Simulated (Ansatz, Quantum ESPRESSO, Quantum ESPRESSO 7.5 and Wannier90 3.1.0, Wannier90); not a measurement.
# Ballistic channels from Wannier functions: straight Au chain, spacing 2.42 Å

Aim: a Wannier model and the conductance steps that follow from it, for this wire: straight Au chain, spacing 2.42 Å.

Method: plane-wave DFT, PBE, GBRV ultrasoft pseudopotentials (cross-check by Ansatz 0.2.0 with PAW datasets), in Quantum ESPRESSO 7.5 and Wannier90 3.1.0.

### Step 1. Starting point

The cell holds 1 atom: 1 Au. Cell: a = 8.000 Å, b = 8.000 Å, c = 2.418 Å, α = 90.0°, β = 90.0°, γ = 90.0°. Vacuum lies along a and b. The structure's axis is c.

### Step 2. Self-consistent run

scf.in reads:

```
&control
  prefix = 'scf'
  outdir = './out'
  pseudo_dir = './pseudo'
  calculation = 'scf'
  tprnfor = .true.
/
&system
  ibrav = 0
  nat = 1
  ntyp = 1
  ecutwfc = 34
  ecutrho = 170
  occupations = 'smearing'
  smearing = 'mv'
  degauss = 0.005
/
&electrons
  conv_thr = 1e-07
  mixing_beta = 0.4
  electron_maxstep = 120
  mixing_mode = 'local-TF'
/
ATOMIC_SPECIES
  Au  196.9666  au_pbe_v1.uspp.F.UPF
CELL_PARAMETERS angstrom
  8.00000000000000 0.00000000000000 0.00000000000000
  0.00000000000000 8.00000000000000 0.00000000000000
  0.00000000000000 0.00000000000000 2.41800000000000
ATOMIC_POSITIONS crystal
  Au  0.000000000000 0.000000000000 0.000000000000
K_POINTS automatic
  1 1 28 0 0 0
```

Launch:

```
> OMP_NUM_THREADS=1 mpirun -n 2 pw.x -nk 2 -in scf.in > scf.out
```

Log:

```text
Program PWSCF v.7.5 starts
[citation notice left out]

     Parallel version (MPI & OpenMP), running on       2 processor cores
     Number of MPI processes:                 2
     Threads/MPI process:                     1

     MPI processes distributed on     1 nodes
[...]
Current dimensions of program PWSCF are:
     Max number of different atomic species (ntypx) = 10
     Max number of k-points (npk) =  40000
     Max angular momentum in pseudopotentials (lmaxx) =  4
     Message from routine setup:
     using ibrav=0 with symmetry is DISCOURAGED, use correct ibrav instead

     K-points division:     npool     =       2
     Subspace diagonalization in iterative solution of the eigenvalue problem:
     a serial algorithm will be used

     G-vector sticks info
     --------------------
     sticks:   dense  smooth     PW     G-vecs:    dense   smooth      PW
     Sum        3093    2469    777                39175    28013    4929

     Using Slab Decomposition

     bravais-lattice index     =            0
     lattice parameter (alat)  =      15.1178  a.u.
     unit-cell volume          =    1044.3183 (a.u.)^3
     number of atoms/cell      =            1
     number of atomic types    =            1
     number of electrons       =        11.00
     number of Kohn-Sham states=           10
     kinetic-energy cutoff     =      34.0000  Ry
     charge density cutoff     =     170.0000  Ry
     scf convergence threshold =      1.0E-07
     mixing beta               =       0.4000
     number of iterations used =            8  local-TF  mixing
     Exchange-correlation= SLA  PW   PBE  PBE
                           (   1   4   3   4   0   0   0)

     celldm(1)=  15.117809  celldm(2)=   0.000000  celldm(3)=   0.000000
     celldm(4)=   0.000000  celldm(5)=   0.000000  celldm(6)=   0.000000

     crystal axes: (cart. coord. in units of alat)
               a(1) = (   1.000000   0.000000   0.000000 )
               a(2) = (   0.000000   1.000000   0.000000 )
               a(3) = (   0.000000   0.000000   0.302250 )

     reciprocal axes: (cart. coord. in units 2 pi/alat)
               b(1) = (  1.000000  0.000000  0.000000 )
               b(2) = (  0.000000  1.000000  0.000000 )
               b(3) = (  0.000000  0.000000  3.308519 )

     PseudoPot. # 1 for Au read from file:
     ./pseudo/au_pbe_v1.uspp.F.UPF
     Pseudo is Ultrasoft + core correction, Zval = 11.0
     Generated by new atomic code, or converted to UPF format
     Using radial grid of  985 points,  7 beta functions with:
                l(1) =   0
                l(2) =   0
                l(3) =   1
                l(4) =   1
                l(5) =   2
                l(6) =   2
                l(7) =   3
     Q(r) pseudized with  6 coefficients,  rinner =    1.900   1.900   1.900
                                                       1.900   1.900   1.900
                                                       1.900

     atomic species   valence    mass     pseudopotential
     Au               11.00   196.96660     Au( 1.00)

     16 Sym. Ops., with inversion, found

   Cartesian axes

     site n.     atom                  positions (alat units)
         1        Au     tau(   1) = (   0.0000000   0.0000000   0.0000000  )

     number of k points=    15  Marzari-Vanderbilt smearing, width (Ry)=  0.0050
                       cart. coord. in units 2pi/alat
        k(    1) = (   0.0000000   0.0000000   0.0000000), wk =   0.0714286
        k(    2) = (   0.0000000   0.0000000   0.1181614), wk =   0.1428571
        k(    3) = (   0.0000000   0.0000000   0.2363228), wk =   0.1428571
        k(    4) = (   0.0000000   0.0000000   0.3544842), wk =   0.1428571
        k(    5) = (   0.0000000   0.0000000   0.4726456), wk =   0.1428571
        k(    6) = (   0.0000000   0.0000000   0.5908070), wk =   0.1428571
        k(    7) = (   0.0000000   0.0000000   0.7089685), wk =   0.1428571
        k(    8) = (   0.0000000   0.0000000   0.8271299), wk =   0.1428571
        k(    9) = (   0.0000000   0.0000000   0.9452913), wk =   0.1428571
        k(   10) = (   0.0000000   0.0000000   1.0634527), wk =   0.1428571
[...]
k(   15) = (   0.0000000   0.0000000  -1.6542597), wk =   0.0714286

     Dense  grid:    39175 G-vectors     FFT dimensions: (  64,  64,  20)

     Smooth grid:    28013 G-vectors     FFT dimensions: (  60,  60,  18)

     Estimated max dynamical RAM per process >     135.73 MB

     Estimated total dynamical RAM >     261.89 MB

     Check: negative core charge=   -0.000001

     Initial potential from superposition of free atoms

     starting charge      10.9999, renormalised to      11.0000

     negative rho (up, down):  1.150E-05 0.000E+00
     Starting wfcs are    9 randomized atomic wfcs +    1 random wfcs

     total cpu time spent up to now is        2.3 secs

     per-process dynamical memory:    30.5 Mb

     Self-consistent Calculation

     iteration #  1     ecut=    34.00 Ry     beta= 0.40
     Davidson diagonalization with overlap
     ethr =  1.00E-02,  avg # of iterations =  7.1

     Threshold (ethr) on eigenvalues was too large:
     Diagonalizing with lowered threshold

     Davidson diagonalization with overlap
     ethr =  5.72E-04,  avg # of iterations =  1.4

     negative rho (up, down):  7.188E-04 0.000E+00

     total cpu time spent up to now is        4.4 secs

     total energy              =    -114.86660291 Ry
     estimated scf accuracy    <       0.06244156 Ry

     iteration #  2     ecut=    34.00 Ry     beta= 0.40
[...]
negative rho (up, down):  2.657E-03 0.000E+00

[...]
total energy              =    -114.86533643 Ry
     estimated scf accuracy    <       0.01376058 Ry

     iteration #  3     ecut=    34.00 Ry     beta= 0.40
[...]
negative rho (up, down):  2.233E-03 0.000E+00

[...]
total energy              =    -114.86695267 Ry
     estimated scf accuracy    <       0.00053419 Ry

     iteration #  4     ecut=    34.00 Ry     beta= 0.40
[...]
negative rho (up, down):  1.435E-03 0.000E+00

[...]
total energy              =    -114.86701444 Ry
     estimated scf accuracy    <       0.00015400 Ry

     iteration #  5     ecut=    34.00 Ry     beta= 0.40
[...]
negative rho (up, down):  1.109E-03 0.000E+00

[...]
total energy              =    -114.86699220 Ry
     estimated scf accuracy    <       0.00030708 Ry

     iteration #  6     ecut=    34.00 Ry     beta= 0.40
[...]
negative rho (up, down):  1.934E-04 0.000E+00

[...]
total energy              =    -114.86701938 Ry
     estimated scf accuracy    <       0.00008239 Ry

     iteration #  7     ecut=    34.00 Ry     beta= 0.40
[...]
negative rho (up, down):  9.413E-05 0.000E+00

[...]
total energy              =    -114.86703038 Ry
     estimated scf accuracy    <       0.00001405 Ry

     iteration #  8     ecut=    34.00 Ry     beta= 0.40
[...]
negative rho (up, down):  4.294E-05 0.000E+00

[...]
End of self-consistent calculation

          k = 0.0000 0.0000 0.0000 (  3525 PWs)   bands (ev):

   -10.3838  -5.9931  -5.9917  -5.6461  -4.0600  -4.0600  -0.1621  -0.1621
     1.7028   2.9837

          k = 0.0000 0.0000 0.1182 (  3509 PWs)   bands (ev):

   -10.3087  -5.9837  -5.9824  -5.6246  -4.1473  -4.1473  -0.0841  -0.0841
     1.7345   3.0152

          k = 0.0000 0.0000 0.2363 (  3505 PWs)   bands (ev):

   -10.0846  -5.9559  -5.9546  -5.5600  -4.3879  -4.3879   0.1322   0.1322
     1.8296   3.1097

          k = 0.0000 0.0000 0.3545 (  3513 PWs)   bands (ev):

    -9.7160  -5.9108  -5.9096  -5.4526  -4.7349  -4.7349   0.4494   0.4494
     1.9881   3.2672

          k = 0.0000 0.0000 0.4726 (  3489 PWs)   bands (ev):

    -9.2105  -5.8503  -5.8492  -5.3024  -5.1421  -5.1421   0.8359   0.8359
     2.2102   3.4878

          k = 0.0000 0.0000 0.5908 (  3489 PWs)   bands (ev):

    -8.5803  -5.7769  -5.7759  -5.5741  -5.5741  -5.1078   1.2729   1.2729
     2.4960   3.7714

[...]
the Fermi energy is    -4.1039 ev

!    total energy              =    -114.86703268 Ry
     estimated scf accuracy    <       0.00000010 Ry
     smearing contrib. (-TS)   =      -0.00017354 Ry
     internal energy E=F+TS    =    -114.86685915 Ry

     The total energy is F=E-TS. E is the sum of the following terms:
     one-electron contribution =     -94.37409900 Ry
     hartree contribution      =      53.83345369 Ry
     xc contribution           =     -62.14699604 Ry
     ewald contribution        =     -12.17921780 Ry

     convergence has been achieved in   8 iterations

     negative rho (up, down):  4.294E-05 0.000E+00

     Forces acting on atoms (cartesian axes, Ry/au):

     atom    1 type  1   force =     0.00000000    0.00000000    0.00000000

     Total force =     0.000000     Total SCF correction =     0.000000

[...]
=------------------------------------------------------------------------------=
   JOB DONE.
=------------------------------------------------------------------------------=
```

It took 12 s on 2 MPI ranks of AMD EPYC 7R43, shared host; peak memory 0.27 GiB.

Numbers from this step:

```
free energy  : -1562.8456 eV
Fermi energy : -4.104 eV
```

The program's own clock; routines nest. Time by routine:

```
  routine  wall time (s)  calls
    PWSCF          11.09      1
electrons           8.46      1
  c_bands           2.91      9
 sum_band           2.72      9
     newd           2.39      9
 init_run           2.18      1
    h_psi           1.91    312
     fftw            1.8   4458
 vloc_psi           1.77    312
  cegterg           1.76     72
  mix_rho           0.71      9
     ffts           0.71    879
  potinit           0.66      1
   hinit0           0.54      1
```

The run needed 8 iterations to bring the estimated error under 1e-07 Ry.

### Step 3. Full uniform mesh without symmetry

Wannier90 needs the states on a whole uniform mesh, listed point by point, without symmetry.

nscf.in reads:

```
&control
  prefix = 'nscf'
  outdir = './out'
  pseudo_dir = './pseudo'
  calculation = 'nscf'
/
&system
  ibrav = 0
  nat = 1
  ntyp = 1
  ecutwfc = 34
  ecutrho = 170
  occupations = 'smearing'
  smearing = 'mv'
  degauss = 0.005
  nosym = .true.
  noinv = .true.
  nbnd = 17
/
&electrons
  conv_thr = 1e-09
  mixing_beta = 0.4
  electron_maxstep = 120
  mixing_mode = 'local-TF'
  diago_full_acc = .true.
/
ATOMIC_SPECIES
  Au  196.9666  au_pbe_v1.uspp.F.UPF
CELL_PARAMETERS angstrom
  8.00000000000000 0.00000000000000 0.00000000000000
  0.00000000000000 8.00000000000000 0.00000000000000
  0.00000000000000 0.00000000000000 2.41800000000000
ATOMIC_POSITIONS crystal
  Au  0.000000000000 0.000000000000 0.000000000000
K_POINTS crystal
14
  0.0000000000 0.0000000000 0.0000000000 0.0714285714
  0.0000000000 0.0000000000 0.0714285714 0.0714285714
  0.0000000000 0.0000000000 0.1428571429 0.0714285714
  0.0000000000 0.0000000000 0.2142857143 0.0714285714
  0.0000000000 0.0000000000 0.2857142857 0.0714285714
  0.0000000000 0.0000000000 0.3571428571 0.0714285714
  0.0000000000 0.0000000000 0.4285714286 0.0714285714
  0.0000000000 0.0000000000 0.5000000000 0.0714285714
  0.0000000000 0.0000000000 0.5714285714 0.0714285714
  0.0000000000 0.0000000000 0.6428571429 0.0714285714
  0.0000000000 0.0000000000 0.7142857143 0.0714285714
  0.0000000000 0.0000000000 0.7857142857 0.0714285714
  0.0000000000 0.0000000000 0.8571428571 0.0714285714
  0.0000000000 0.0000000000 0.9285714286 0.0714285714
```

Launch:

```
> cp -r out/scf.save out/nscf.save
> cp out/scf.xml out/nscf.xml
> OMP_NUM_THREADS=1 mpirun -n 2 pw.x -nk 1 -in nscf.in > nscf.out
```

Log:

```text
[banner, memory and clock lines left out]
Program PWSCF v.7.5 starts
[citation notice left out]

[...]
bravais-lattice index     =            0
     lattice parameter (alat)  =      15.1178  a.u.
     unit-cell volume          =    1044.3183 (a.u.)^3
     number of atoms/cell      =            1
     number of atomic types    =            1
     number of electrons       =        11.00
     number of Kohn-Sham states=           17
     kinetic-energy cutoff     =      34.0000  Ry
     charge density cutoff     =     170.0000  Ry
     Exchange-correlation= SLA  PW   PBE  PBE
                           (   1   4   3   4   0   0   0)

[...]
PseudoPot. # 1 for Au read from file:
     ./pseudo/au_pbe_v1.uspp.F.UPF
     Pseudo is Ultrasoft + core correction, Zval = 11.0
     Generated by new atomic code, or converted to UPF format
     Using radial grid of  985 points,  7 beta functions with:
                l(1) =   0
                l(2) =   0
                l(3) =   1
                l(4) =   1
                l(5) =   2
                l(6) =   2
                l(7) =   3
     Q(r) pseudized with  6 coefficients,  rinner =    1.900   1.900   1.900
                                                       1.900   1.900   1.900
                                                       1.900

     atomic species   valence    mass     pseudopotential
     Au               11.00   196.96660     Au( 1.00)

     No symmetry found

[...]
number of k points=    14  Marzari-Vanderbilt smearing, width (Ry)=  0.0050
[...]
Dense  grid:    39175 G-vectors     FFT dimensions: (  64,  64,  20)

     Smooth grid:    28013 G-vectors     FFT dimensions: (  60,  60,  18)

     Check: negative core charge=   -0.000001

     The potential is recalculated from file :
     ./out/nscf.save/charge-density

     negative rho (up, down):  4.294E-05 0.000E+00
     Starting wfcs are    9 randomized atomic wfcs +    8 random wfcs

     Band Structure Calculation
     Davidson diagonalization with overlap

     ethr =  9.09E-12,  avg # of iterations = 64.9

     End of band structure calculation

          k = 0.0000 0.0000 0.0000 (  3525 PWs)   bands (ev):

   -10.3855  -5.9945  -5.9931  -5.6472  -4.0618  -4.0618  -0.1630  -0.1630
     1.6990   2.9819   4.5549   4.5549   4.8386   5.0819   7.8234   7.8234
     9.0926

          k = 0.0000 0.0000 0.2363 (  3505 PWs)   bands (ev):

   -10.0863  -5.9573  -5.9560  -5.5611  -4.3896  -4.3896   0.1312   0.1312
     1.8258   3.1079   4.7066   4.7066   4.9580   5.2095   8.0067   8.0067
     9.2099

[...]
the Fermi energy is    -4.0907 ev
     (compare with:    -4.1039 eV, computed in scf)

[...]
```

Wall time 7.5 s (2 MPI ranks); peak memory 0.15 GiB.

Read from the output:

| Quantity | Value |
| --- | --- |
| Fermi energy | -4.091 eV |

The program's own clock; routines nest. Time by routine:

```
    routine  wall time (s)  calls
      PWSCF            6.5      1
  electrons           5.55      1
    c_bands           5.55      1
    cegterg           5.38     49
      h_psi           4.17    972
   vloc_psi           3.89    972
       fftw           3.52  17946
   init_run            0.8      1
    potinit           0.32      1
     hinit0            0.3      1
       ffts            0.3      1
interpolate            0.3      1
    cdiaghg           0.26    923
        fft           0.23     13
```

(Part 1 of 5 ends here.)

[Logs are printed without paths, hosts, clocks, repeated set-up lines and the standing remarks that a program may print on its own settings, such as how far it seeks lower states.]

[Hosts, paths, dates, database ids (printed as entryN), source tags and the programs' standing remarks are cut or masked in the printed files.]

[Maps of the electrostatic potential energy from Ansatz leave out the sawtooth potential of an applied field or a dipole correction, so their vacuum need not be flat; planar profiles and work functions include it.]
